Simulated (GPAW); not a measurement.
## BN: optical spectrum from first principles

Aim: the dielectric function of BN, and the optical constants that follow from it. The cell comes from an older database entry, whose edges can differ from later determinations, mostly by under a per cent.

Program: GPAW 26.7.0. Level of theory: DFT, LDA, plane-wave PAW (GPAW data sets), scalar-relativistic, RPA, optical limit. Results are calculated unless marked as measured.

This is a report of a sequence of runs, with most program output left out.

The database entry behind the starting cell has ideal inner coordinates that were not refined, so it need not match the best structure at ambient conditions.

### Step 1. Starting point

It takes space group P6_3mc (No. 186, hexagonal). Conventional cell: a = 2.536 Å, b = 2.536 Å, c = 4.199 Å, α = 90.00°, β = 90.00°, γ = 120.00°. Nearest to N lie 4 B at 1.56 to 1.57 Å. B has 4 N at 1.56 to 1.57 Å nearest. Farther neighbours and most contacts between anions are not listed.

### Step 2. Ground state

First the ground state: is it a metal or has it a gap?

This step: DFT, LDA, plane-wave PAW (GPAW data sets), scalar-relativistic, ground state (GPAW 26.7.0).

gs.py reads:

```python
from ase import Atoms
from ase.dft.bandgap import bandgap
from gpaw import GPAW, PW, FermiDirac

atoms = Atoms(['N', 'N', 'B', 'B'],
              cell=[[2.536000000000, 0.000000000000, 0.000000000000],
                    [-1.268000000000, 2.196240424000, 0.000000000000],
                    [0.000000000000, 0.000000000000, 4.199000000000]],
              scaled_positions=[[0.333333333300, 0.666666666700, 0.875000000000],
                                [0.666666666700, 0.333333333300, 0.375000000000],
                                [0.333333333300, 0.666666666700, 0.500000000000],
                                [0.666666666700, 0.333333333300, 0.000000000000]],
              pbc=[True, True, True])
atoms.calc = GPAW(mode=PW(500), xc='LDA', kpts={'size': (12, 12, 5), 'gamma': True},
                  occupations=FermiDirac(0.05), maxiter=150, txt='gs.txt')
print('energy (eV)', atoms.get_potential_energy())
print('Fermi level (eV)', atoms.calc.get_fermi_level())
print('valence electrons', atoms.calc.get_number_of_electrons())
print('gap (eV)', bandgap(atoms.calc, output=None)[0])
print('direct gap (eV)', bandgap(atoms.calc, direct=True, output=None)[0])
atoms.calc.write('gs.gpw')
```

On the command line:

```console
> OMP_NUM_THREADS=1 python gs.py
```

Elapsed: 13 s, on 1 thread of Arm Neoverse V1, shared host; peak memory 0.14 GiB.

This step gave:

- energy: -37.59 eV
- Fermi energy: 13.16 eV
- gap on the k-mesh: 4.931 eV
- direct gap on the mesh: 8.194 eV
- electrons: 16

There is a gap, 4.93 eV on this mesh (points off the mesh can give less), so no carriers' term is needed.

### Step 3. Bands for the response

The response needs many more empty bands than the density does.

This step: DFT, LDA, plane-wave PAW (GPAW data sets), scalar-relativistic, bands at fixed density (GPAW 26.7.0).

nscf.py reads:

```python
from ase.dft.bandgap import bandgap
from gpaw import GPAW, FermiDirac

calc = GPAW('gs.gpw').fixed_density(kpts={'size': (15, 15, 7), 'gamma': True}, nbands=28, convergence={'bands': 22},
                                    occupations=FermiDirac(0.001), txt='nscf.txt')
print('gap (eV)', bandgap(calc, output=None)[0])
print('direct gap (eV)', bandgap(calc, direct=True, output=None)[0])
print('top band over the Fermi level (eV)', min(calc.get_eigenvalues(kpt=k)[21] for k in range(len(calc.get_ibz_k_points()))) - calc.get_fermi_level())
calc.write('full.gpw', mode='all')
```

On the command line:

```console
> OMP_NUM_THREADS=1 python nscf.py
```

The job ended after 41 s (1 thread; peak memory 0.2 GiB).

This step gave:

* direct gap on the mesh: 8.190 eV

### Step 4. Dielectric function, RPA

Transitions between filled and empty bands, summed over the zone, give the optical response, so mesh, band count and broadening shape it.

The induced potential is part of this response.

This step: DFT, LDA, plane-wave PAW (GPAW data sets), scalar-relativistic, RPA, optical limit (GPAW 26.7.0).

df.py reads:

```python
from gpaw.response.df import DielectricFunction

df = DielectricFunction('full.gpw', frequencies={'type': 'nonlinear', 'domega0': 0.03, 'omega2': 8},
                        ecut=50,
                        eta=0.15,
                        nbands=22,
                        txt='df.txt')
for direction in ['x', 'z']:
    df.get_dielectric_function(xc='RPA', direction=direction, filename=f'df_{direction}.csv')
```

On the command line:

```console
> OMP_NUM_THREADS=1 python df.py
```

Wall time 8.1 s (1 thread); peak memory 0.21 GiB.

This step gave:

| Property | Result |
| --- | --- |
| electronic dielectric constant ε∞, mean over x, y and z (by symmetry where fewer were run) | 4.566 |
| main peak of Im epsilon, first axis | 11.49 eV |

Some rows of df_x.csv (energy; Re and Im without local fields; Re and Im with them):

```text
0.000000, 4.674944, 0.000000, 4.505899, 0.000000
0.429336, 4.679343, 0.003080, 4.509982, 0.002858
0.878195, 4.693429, 0.006356, 4.523052, 0.005897
1.347938, 4.718837, 0.009910, 4.546623, 0.009192
1.840057, 4.757716, 0.013854, 4.582680, 0.012846
2.356191, 4.812951, 0.018346, 4.633882, 0.017002
2.898142, 4.888484, 0.023609, 4.703859, 0.021864
3.467895, 4.989861, 0.029985, 4.797700, 0.027743
4.067647, 5.125127, 0.038008, 4.922778, 0.035124
4.699832, 5.306458, 0.048574, 5.090222, 0.044820
5.367152, 5.553289, 0.063302, 5.317753, 0.058294
6.072622, 5.898999, 0.085425, 5.635723, 0.078474
6.819608, 6.407362, 0.122516, 6.102015, 0.112217
7.611886, 7.224561, 0.198574, 6.849496, 0.181555
8.453705, 8.773477, 0.574078, 8.254515, 0.534478
9.349861, 11.462321, 2.248152, 10.617959, 2.060442
10.305790, 13.369990, 9.700992, 12.508877, 8.365380
11.327680, 3.735984, 13.510554, 4.444245, 12.303400
12.422601, -0.872478, 10.000630, -0.193468, 9.619266
13.598673, -0.638627, 8.491980, 0.068947, 8.006883
```

The Im ε has structure finer than the step of the table below, so its rows give means over 0.25 eV, whole bins alone (the curve runs from 0 to 14.0 eV). Peaks (eV: height): E ∥ x 11.479: 12.4; E ∥ z 10.235: 12.4, 10.955: 12.7, 13.599: 9.15.

Values under the direct gap are tails of Lorentzian lines. The Im ε by photon energy; means over each step:

```csv
photon energy (eV),E ∥ x,E ∥ z
0.25,0.00166,0.00190
0.50,0.00333,0.00381
0.75,0.00502,0.00574
1.00,0.00674,0.00771
1.25,0.00849,0.00973
1.50,0.0103,0.0118
1.75,0.0122,0.0140
2.00,0.0141,0.0162
2.25,0.0161,0.0186
2.50,0.0182,0.0210
2.75,0.0205,0.0237
3.00,0.0229,0.0265
3.25,0.0254,0.0296
3.50,0.0281,0.0328
3.75,0.0310,0.0364
4.00,0.0342,0.0403
4.25,0.0377,0.0446
4.50,0.0415,0.0494
4.75,0.0457,0.0548
5.00,0.0504,0.0608
5.25,0.0557,0.0677
5.50,0.0616,0.0756
5.75,0.0683,0.0848
6.00,0.0760,0.0956
6.25,0.0851,0.109
6.50,0.0957,0.124
6.75,0.108,0.144
7.00,0.124,0.169
7.25,0.143,0.202
7.50,0.168,0.248
7.75,0.203,0.320
8.00,0.258,0.450
8.25,0.372,0.783
8.50,0.572,1.54
8.75,0.852,2.63
9.00,1.24,3.56
9.25,1.79,4.27
9.50,2.52,6.20
9.75,4.08,8.77
10.00,5.98,10.6
10.25,7.96,12.0
10.50,11.2,10.6
10.75,12.1,11.1
11.00,12.2,12.2
11.25,12.3,10.7
11.50,12.3,9.39
11.75,11.0,7.60
12.00,9.96,6.70
12.25,10.1,7.75
12.50,9.21,8.06
12.75,7.78,7.74
13.00,7.07,7.15
13.25,6.92,7.73
13.50,7.64,8.74
13.75,7.69,8.22
```

Table of Re ε by photon energy:

```csv
photon energy (eV),E ∥ x,E ∥ z
0.0,4.51,4.69
0.5,4.51,4.69
1.0,4.53,4.71
1.5,4.56,4.75
2.0,4.60,4.79
2.5,4.65,4.85
3.0,4.72,4.93
3.5,4.80,5.03
4.0,4.91,5.15
4.5,5.03,5.30
5.0,5.19,5.48
5.5,5.37,5.71
6.0,5.60,5.99
6.5,5.88,6.35
7.0,6.24,6.83
7.5,6.72,7.51
8.0,7.39,8.57
8.5,8.35,10.2
9.0,9.56,10.8
9.5,11.2,12.1
10.0,12.4,10.1
10.5,11.4,5.63
11.0,6.43,3.05
11.5,3.26,0.245
12.0,1.46,1.73
12.5,-0.529,1.47
13.0,-0.242,0.829
13.5,0.566,0.485
```

Reflectivity at normal incidence against photon energy; read off at these points:

```csv
photon energy (eV),E ∥ x (%),E ∥ z (%)
0.00,12.9,13.5
0.50,12.9,13.6
1.00,13.0,13.6
1.50,13.1,13.7
2.00,13.2,13.9
2.50,13.4,14.1
3.00,13.7,14.4
3.50,13.9,14.7
4.00,14.3,15.1
4.50,14.7,15.6
5.00,15.2,16.1
5.50,15.8,16.8
6.00,16.5,17.6
6.50,17.3,18.7
7.00,18.4,20.0
7.50,19.7,21.7
8.00,21.4,24.1
8.50,23.7,27.7
9.00,26.4,30.1
9.50,29.8,34.1
10.00,34.3,37.8
10.50,39.6,37.1
11.00,39.9,42.1
11.50,41.8,40.4
11.63,42.5,39.2
12.00,39.3,30.8
12.50,42.2,35.4
13.00,37.1,33.8
13.50,36.4,39.1
13.77,40.0,44.5
```

Values under the direct gap are tails of Lorentzian lines. Im ε, E ∥ x against photon energy; read off at these points:

```csv
photon energy (eV),without local fields,with local fields
0.000,0,0
0.250,0.00179,0.00166
0.500,0.00359,0.00333
0.750,0.00541,0.00502
1.000,0.00726,0.00674
1.250,0.00915,0.00849
1.500,0.0111,0.0103
1.750,0.0131,0.0122
2.000,0.0152,0.0141
2.250,0.0174,0.0161
2.500,0.0197,0.0182
2.750,0.0221,0.0205
3.000,0.0247,0.0229
3.250,0.0274,0.0254
3.500,0.0304,0.0281
3.750,0.0336,0.0310
4.000,0.0370,0.0342
4.250,0.0408,0.0377
4.500,0.0449,0.0415
4.750,0.0495,0.0457
5.000,0.0546,0.0504
5.250,0.0604,0.0556
5.500,0.0668,0.0615
5.750,0.0742,0.0683
6.000,0.0827,0.0760
6.250,0.0926,0.0850
6.500,0.104,0.0956
6.750,0.118,0.108
7.000,0.135,0.124
7.250,0.156,0.143
7.500,0.184,0.168
7.750,0.221,0.202
8.000,0.277,0.255
8.250,0.391,0.365
8.500,0.614,0.572
8.750,0.915,0.849
9.000,1.33,1.23
9.250,1.95,1.78
9.500,2.72,2.48
9.750,4.56,4.07
10.000,7.07,5.95
10.250,9.15,7.88
10.500,13.2,11.4
10.591,13.8,12.1
10.750,13.7,12.1
11.000,13.7,12.2
11.250,13.6,12.3
11.500,13.3,12.4
11.750,11.6,11.0
12.000,10.6,9.86
12.250,10.7,10.2
12.500,9.62,9.28
12.750,8.00,7.68
13.000,7.41,7.05
13.250,7.27,6.85
13.500,8.28,7.72
13.599,8.49,8.01
13.750,8.01,7.72
```

Table of refractive index n and extinction k by photon energy:

```csv
photon energy (eV),"n, E ∥ x","k, E ∥ x","n, E ∥ z","k, E ∥ z"
0.0,2.12,0,2.17,0
0.5,2.12,7.8e-4,2.17,8.8e-4
1.0,2.13,0.00158,2.17,0.00178
1.5,2.13,0.00241,2.18,0.00271
2.0,2.14,0.00329,2.19,0.00370
2.5,2.16,0.00423,2.20,0.00478
3.0,2.17,0.00526,2.22,0.00597
3.5,2.19,0.00641,2.24,0.00732
4.0,2.22,0.00772,2.27,0.00888
4.5,2.24,0.00925,2.30,0.0107
5.0,2.28,0.0111,2.34,0.0130
5.5,2.32,0.0133,2.39,0.0158
6.0,2.37,0.0161,2.45,0.0195
6.5,2.43,0.0197,2.52,0.0246
7.0,2.50,0.0247,2.61,0.0322
7.5,2.59,0.0324,2.74,0.0451
8.0,2.72,0.0469,2.93,0.0756
8.5,2.89,0.0989,3.20,0.238
9.0,3.10,0.198,3.33,0.547
9.5,3.36,0.368,3.58,0.868
10.0,3.62,0.821,3.51,1.49
10.5,3.71,1.54,2.96,1.77
11.0,3.18,1.92,2.82,2.21
11.5,2.83,2.18,2.18,2.13
12.0,2.39,2.06,2.06,1.59
12.5,2.09,2.22,2.20,1.84
13.0,1.85,1.91,1.98,1.75
13.5,2.04,1.89,2.17,2.05
```

From ε follow the optical constants at some laser and lamp lines:

```csv
wavelength (nm),n x,k x,R (%) x,1/α x,n z,k z,R (%) z,1/α z
1550,2.13,0.001,13.0,98 µm,2.17,0.001,13.6,87 µm
1064,2.13,0.002,13.0,46 µm,2.17,0.002,13.7,41 µm
532,2.15,0.004,13.4,11 µm,2.20,0.004,14.0,9.6 µm
405,2.17,0.005,13.7,6.0 µm,2.22,0.006,14.4,5.3 µm
365,2.19,0.006,13.9,4.7 µm,2.24,0.007,14.6,4.1 µm
308,2.22,0.008,14.3,3.1 µm,2.27,0.009,15.1,2.7 µm
248,2.28,0.011,15.2,1.8 µm,2.34,0.013,16.1,1.5 µm
```

Below the direct gap, k and the depth come from the tails of the Lorentzian lines, not from transitions.

At 1064 nm the birefringence n(z) − n(x) is +0.043: the crystal is uniaxial positive at this level.

### Step 5. Results

| Quantity | Value |
| --- | --- |
| electronic dielectric constant ε∞, mean over x, y and z (by symmetry where fewer were run) (RPA) | 4.57 |
| main peak of Im epsilon, first axis | 11.5 eV |

At this level (LDA, RPA) BN has a mean ε∞ = 4.57 and n = 2.13 at 1550 nm (E ∥ x), and Im ε peaks at 11.5 eV (E ∥ x). On the mesh the gap is 4.93 eV and the least direct gap 8.19 eV, so on this mesh the band edges lie at different points. Local fields change the static value along x from 4.67 to 4.51 (-4 %). Distinct maxima of Im ε, read by a parabola through the highest points, lie at 11.49 eV (12) and 13.62 eV (8.0) for E ∥ x. The static values by axis are 4.51 (x), 4.69 (z). At 1064 nm the birefringence n(z) − n(x) is +0.043: the crystal is uniaxial positive at this level. Excitons and phonon-assisted transitions are missing; LDA gaps are as a rule too small, which pulls the onset down and ε∞ up. The sum runs over mesh points, so small or evenly spaced maxima can still be ripples of the mesh.

[Machine, clock and banner lines and Python warnings are left out of the logs.]

[Logs are printed without paths, hosts, clocks, repeated set-up lines and the standing remarks that a program may print on its own settings, such as how far it seeks lower states.]

[Hosts, paths, dates, database ids (printed as entryN), source tags and the programs' standing remarks are cut or masked in the printed files.]
